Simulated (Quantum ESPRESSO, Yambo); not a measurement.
# CdF2 (Fm-3m): G0W0 with Yambo, start to end, part 2 of 3

Wanted: ground state, empty states, screening and self-energy for CdF2 (Fm-3m).

Quantum ESPRESSO 7.5 and Yambo 5.3.0; PBE and many-body steps on it, plane waves. Known limits of the many-body steps: not at the basis limit; d shell near the gap, gap tends to lie low; no spin-orbit coupling.

So far. Step 2 (Ground state): The gap is indirect, with the least direct gap 0.48 eV higher. Step 3 (Bands along the symmetry lines): The gap is 3.124 eV, −0.019 eV from the run before at this level.

### 4. Empty states on the mesh, 6×6×6 mesh, 180 bands

Level of this step: DFT, PBE, plane waves, norm-conserving pseudopotentials (Quantum ESPRESSO).

The sums over transitions need many empty states on a uniform mesh; this step solves for them.

Contents of pw.in:

```
&control
  calculation = 'nscf'
  prefix = 'x'
  outdir = 'o'
  pseudo_dir = 'pseudo'
/
&system
  ibrav = 0
  nat = 3
  ntyp = 2
  ecutwfc = 94.0
  nbnd = 180
  force_symmorphic = .true.
/
&electrons
  conv_thr = 1e-9
  electron_maxstep = 80
  diago_full_acc = .true.
  diago_thr_init = 5e-6
/
ATOMIC_SPECIES
  Cd 112.41 Cd.upf
  F 18.998 F.upf
CELL_PARAMETERS angstrom
  0.0000000000 2.6940000000 2.6940000000
  2.6940000000 -0.0000000000 2.6940000000
  2.6940000000 2.6940000000 -0.0000000000
ATOMIC_POSITIONS crystal
  Cd 0.0000000000 0.0000000000 0.0000000000
  F 0.2500000000 0.2500000000 0.2500000000
  F 0.7500000000 0.7500000000 0.7500000000
K_POINTS automatic
  6 6 6 0 0 0
```

On the command line:

```
$ OMP_NUM_THREADS=1 mpirun -n 4 pw.x -nk 4 -in pw.in > pw.out
```

Output:

```text
[banner, memory and clock lines left out]
Program PWSCF v.7.5 starts

     Atomic positions and unit cell read from directory:
     o/x.save/

     Message from routine setup:
     using ibrav=0 with symmetry is DISCOURAGED, use correct ibrav instead

     G-vector sticks info

     bravais-lattice index     =            0
     lattice parameter (alat)  =       7.1997  a.u.
     unit-cell volume          =     263.8878 (a.u.)^3
     number of atoms/cell      =            3
     number of atomic types    =            2
     number of electrons       =        34.00
     number of Kohn-Sham states=          180
     kinetic-energy cutoff     =      94.0000  Ry
     charge density cutoff     =     376.0000  Ry
     Exchange-correlation= PBE
                           (   1   4   3   4   0   0   0)

     celldm(1)=   7.199651  celldm(2)=   0.000000  celldm(3)=   0.000000
     celldm(4)=   0.000000  celldm(5)=   0.000000  celldm(6)=   0.000000

     crystal axes: (cart. coord. in units of alat)
               a(1) = (   0.000000   0.707107   0.707107 )
               a(2) = (   0.707107  -0.000000   0.707107 )
               a(3) = (   0.707107   0.707107  -0.000000 )

     reciprocal axes: (cart. coord. in units 2 pi/alat)
               b(1) = ( -0.707107  0.707107  0.707107 )
               b(2) = (  0.707107 -0.707107  0.707107 )
               b(3) = (  0.707107  0.707107 -0.707107 )
     Pseudo is Norm-conserving + core correction, Zval = 20.0
     Generated using ONCVPSP code by D. R. Hamann
     Using radial grid of 1368 points,  6 beta functions with:
     Pseudo is Norm-conserving + core correction, Zval =  7.0
     Generated using ONCVPSP code by D. R. Hamann
     Using radial grid of  832 points,  5 beta functions with:
     Cd               20.00   112.41000     Cd( 1.00)
     F                 7.00    18.99800     F ( 1.00)

     48 Sym. Ops., with inversion, found

   Cartesian axes

     site n.     atom                  positions (alat units)
         1        Cd     tau(   1) = (   0.0000000   0.0000000   0.0000000  )
         2        F      tau(   2) = (   0.3535534   0.3535534   0.3535534  )
         3        F      tau(   3) = (   1.0606602   1.0606602   1.0606602  )

     number of k points=    16
                       cart. coord. in units 2pi/alat
        k(    1) = (   0.0000000   0.0000000   0.0000000), wk =   0.0092593
        k(    2) = (   0.1178511   0.1178511  -0.1178511), wk =   0.0740741
        k(    3) = (   0.2357023   0.2357023  -0.2357023), wk =   0.0740741
[...]
[... 4 further rows ...]
        k(   15) = (  -0.1178511  -0.3535534   0.5892557), wk =   0.2222222
        k(   16) = (  -0.7071068   0.2357023   0.0000000), wk =   0.1111111

     Dense  grid:    32647 G-vectors     FFT dimensions: (  45,  45,  45)

     The potential is recalculated from file :
     o/x.save/charge-density

     Starting wfcs are   18 randomized atomic wfcs +  162 random wfcs

     Band Structure Calculation

     End of band structure calculation

          k = 0.0000 0.0000 0.0000 (  4015 PWs)   bands (ev):

   -91.9103 -53.0066 -53.0066 -53.0066 -14.2018 -13.1009   0.9377   0.9377
     0.9377   2.1379   2.1379   5.5577   5.5577   5.5577   6.0345   6.0345
     6.0345   9.6539  19.2706  19.2706  19.2706  24.2210  26.4704  26.4704
[...]
[... 11 further rows ...]
[...]
146.6051 147.6096 147.6096 147.6096

          k = 0.1179 0.1179-0.1179 (  4047 PWs)   bands (ev):

[...]
[... 11 further rows ...]
[...]
147.8957 150.0827 151.2358 151.2358

          k = 0.2357 0.2357-0.2357 (  4068 PWs)   bands (ev):

[...]
75.7285  77.7162  78.1165  78.1165  80.8931  81.4430  81.4430  82.6734
     [... 11 further rows ...]
   145.6171 145.6171 145.6457 148.1947 148.1947 148.6248 149.7201 149.7201
   150.2431 150.7515 150.7515 153.0451

          k =-0.3536-0.3536 0.3536 (  4092 PWs)   bands (ev):

     [... further k-points ...]

     highest occupied, lowest unoccupied level (ev):     6.5104    9.6539

     XML data file, pseudopotentials, collected wavefunctions
```

Run time: 33 s. Hardware: 4 MPI ranks of Arm Neoverse V1, shared host; peak memory 0.45 GiB; 2.2 min of CPU time.

Numbers from this step:

* gap: 3.143 eV
* k of the valence top: 0.1667, -0.5, -0.3333
* k of the conduction bottom: 0, 0, 0
* least direct gap: 3.619 eV
* k points computed: 16
* lowest point of the top converged band, above the valence top: 141.0991 eV

On this mesh the gap is 3.143 eV.

### 5. Conversion and set-up

This step: Yambo 5.3.0; conversion and set-up on PBE, plane waves, norm-conserving pseudopotentials.

The states are converted to the many-body program's format and the q mesh is built.

On the command line:

```
$ (cd o/x.save; p2y > p2y.log; mv SAVE ../..); yambo > setup.log
```

Output:

```text
 Yambo, version 5.3.0

 [02] CORE Variables Setup
 =========================

  [02.01] Unit cells
  ==================

  Cell kind             :  FCC
  Atoms in the cell     :  Cd  F
  number of Cd atoms    :  1
  number of F  atoms    :  2

  List of atomic masses
  Mass of Cd    :  112.4100
  Mass of F     :  18.99800

  List of atomic coordinates    : [cc]
  Cd1       :  0.000000  0.000000  0.000000  order 1
  F1       :  2.545461  2.545461  2.545461  order 2
  F2       :  7.636383  7.636383  7.636383  order 3

  Alat factors          :  5.090922  5.090922  5.090922 [a.u.]
  Direct lattice volume :  263.8878 [a.u.]
  Direct lattice vectors:  A[ 1 ]  A[ 2 ]  A[ 3 ]
   A[ 1 ]:  0.000000  1.000000  1.000000  [iru]
   0.000000  5.090922  5.090922  [cc]
   A[ 2 ]:  1.000000 -0.000000  1.000000  [iru]
   5.090922 -0.000000  5.090922  [cc]
   A[ 3 ]:  1.000000  1.000000 -0.000000  [iru]
   5.090922  5.090922 -0.000000  [cc]

  Recip. lattice volume :  0.939984 [a.u.]
  Recip. lattice vectors:  B[ 1 ]  B[ 2 ]  B[ 3 ]
   B[ 1 ]: -0.500000  0.500000  0.500000  [iku]
  -0.617097  0.617097  0.617097  [cc]
   B[ 2 ]:  0.500000 -0.500000  0.500000  [iku]
   0.617097 -0.617097  0.617097  [cc]
   B[ 3 ]:  0.500000  0.500000 -0.500000  [iku]
   0.617097  0.617097 -0.617097  [cc]

  [02.02] Symmetries
  ==================

  Inversion symmetry    : yes
  Spatial inversion     : yes
  Inversion index       :  25
  K-space Time-reversal : no
  Magnetic symmetries   : no
  Group table correct   : yes
  Symmetries units      :  [cc]

   [S  1]:   1.0000     -0.75024E-17 -0.75024E-17 -0.75024E-17   1.0000      0.75024E-17  0.75024E-17  0.75024E-17   1.0000
   [S  2]:  -1.0000      0.75024E-17 -0.75024E-17  0.75024E-17  -1.0000      0.75024E-17 -0.75024E-17 -0.75024E-17   1.0000
   [S  3]:  -1.0000     -0.75024E-17  0.75024E-17  0.75024E-17   1.0000     -0.75024E-17 -0.75024E-17  0.75024E-17  -1.0000
[...]
[... 36 further rows ...]
   [S 47]: -0.75024E-17   1.0000      0.75024E-17  0.75024E-17 -0.75024E-17  -1.0000       1.0000      0.75024E-17 -0.75024E-17
   [S 48]: -0.75024E-17  -1.0000     -0.75024E-17  0.75024E-17  0.75024E-17   1.0000       1.0000     -0.75024E-17  0.75024E-17

  [02.03] Reciprocal space
  ========================

  nG shells         :   332
  nG charge         :   32647
  nG WFs            :   5005
  nC WFs            :   4092
  G-vecs. in first 33 shells:  [ Number ]
     1    9   15   27   51   59   65   89  113
    137   169   181   229   259   283   307   331   339
    387   411   459   531   537   561   609   645   701
    725   749   821   869   893   941
  ...
  Shell energy in first 33 shells:  [ mHa ]
    0.00000      571.213      761.617      1523.23      2094.45      2284.85      3046.47      3617.68      3808.09
    4569.70      5140.92      6092.94      6664.15      6854.56      7616.17      8187.39      8377.79      9139.41
[...]
[02.05] Energies & Occupations
  ==============================

  [X] === General ===
  [X] Electronic Temperature                        :  0.000000  0.000000 [eV K]
  [X] Bosonic    Temperature                        :  0.000000  0.000000 [eV K]
  [X] Finite Temperature mode                       : no
  [X] El. density                                   :  0.86947E+24 [cm-3]
  [X] Fermi Level                                   :  6.510408 [eV]

  [X] === Gaps and Widths ===
  [X] Conduction Band Min                           :  3.143472 [eV]
  [X] Valence Band Max                              :  0.000000 [eV]
  [X] Filled Bands                                  :  17
  [X] Empty Bands                                   :   18  180
  [X] Direct Gap                                    :  3.619366 [eV]
  [X] Direct Gap localized at k                     :  1
  [X] Indirect Gap                                  :  3.143472 [eV]
  [X] Indirect Gap between kpts                     :  16   1
  [X] Last valence band width                       :  0.475894 [eV]
  [X] 1st conduction band width                     :  4.960866 [eV]

  E @ K [ 1]:  [eV]
  -98.42073 -59.51703 -59.51703 -59.51703 -20.71218 -19.61132  -5.57276  -5.57276
  -5.572756 -4.372529 -4.372529 -0.952741 -0.952741 -0.952741 -0.475894 -0.475894
   -0.47589   3.14347  12.76016  12.76016  12.76016  17.71056  19.95998  19.95998
[...]
occ @ K [ 1]
[...]
E @ K [ 2]:  [eV]
[...]
occ @ K [ 2]
[...]
E @ K [ 3]:  [eV]
[...]
occ @ K [ 3]
[...]
E @ K [ 8]:  [eV]
[...]
occ @ K [ 8]
[...]
E @ K [ 9]:  [eV]
[...]
occ @ K [ 9]
[...]
E @ K [10]:  [eV]
[...]
occ @ K [10]
[...]
E @ K [11]:  [eV]
[...]
occ @ K [11]
[...]
E @ K [12]:  [eV]
[...]
occ @ K [12]
[...]
E @ K [13]:  [eV]
[...]
occ @ K [13]
[...]
E @ K [14]:  [eV]
[...]
occ @ K [14]
[...]
E @ K [15]:  [eV]
[...]
occ @ K [15]
[...]
E @ K [16]:  [eV]
[...]
occ @ K [16]
[...]
0.000000  0.000000  0.000000  0.000000  0.000000  0.000000  0.000000  0.000000
   0.000000  0.000000  0.000000  0.000000  0.000000  0.000000  0.000000  0.000000

 [03] Transferred momenta grid and indexing
 ==========================================

 IBZ Q-points                                      :  16
 BZ  Q-points                                      :  216

 K/Q-points units:
 rlu = crystal or reduced units; cc = cartesian coordinates; iku = interal k-units

 Q [ 1]         [rlu]:  0.000000  0.000000  0.000000
 Q [ 2]         [rlu]: -0.24198E-17 -0.24198E-17  0.16667
 Q [ 3]         [rlu]: -0.48396E-17 -0.48396E-17  0.33333
[...]
Q [ 8]         [rlu]:  0.72092E-16  0.16667     -0.33333
 Q [ 9]         [rlu]:  0.48396E-17  0.16667     -0.16667
 Q [10]         [rlu]: -0.31274E-16  0.33333      0.33333
     [... 4 further rows ...]
 Q [15]         [rlu]:  0.166667  0.333333 -0.333333
 Q [16]         [rlu]:  0.166667 -0.500000 -0.333333

  [03.01] X indexes
  =================

   [03.01.01] Sigma indexes
   ========================

 [06] Game Over & Game summary
```

Wall time 2.8 s (1 MPI rank); peak memory 0.25 GiB.

[end of part 2 of 3]

[Paths, hosts, dates, memory and timing lines, banners, echoed tables and standing remarks are left out of the program output.]

[Logs are printed without paths, hosts, clocks, repeated set-up lines and the standing remarks that a program may print on its own settings, such as how far it seeks lower states.]

[Runs of the session that timed out or met a known fault of the program may be left out.]

[Hosts, paths, dates, database ids (printed as entryN), source tags and the programs' standing remarks are cut or masked in the printed files.]
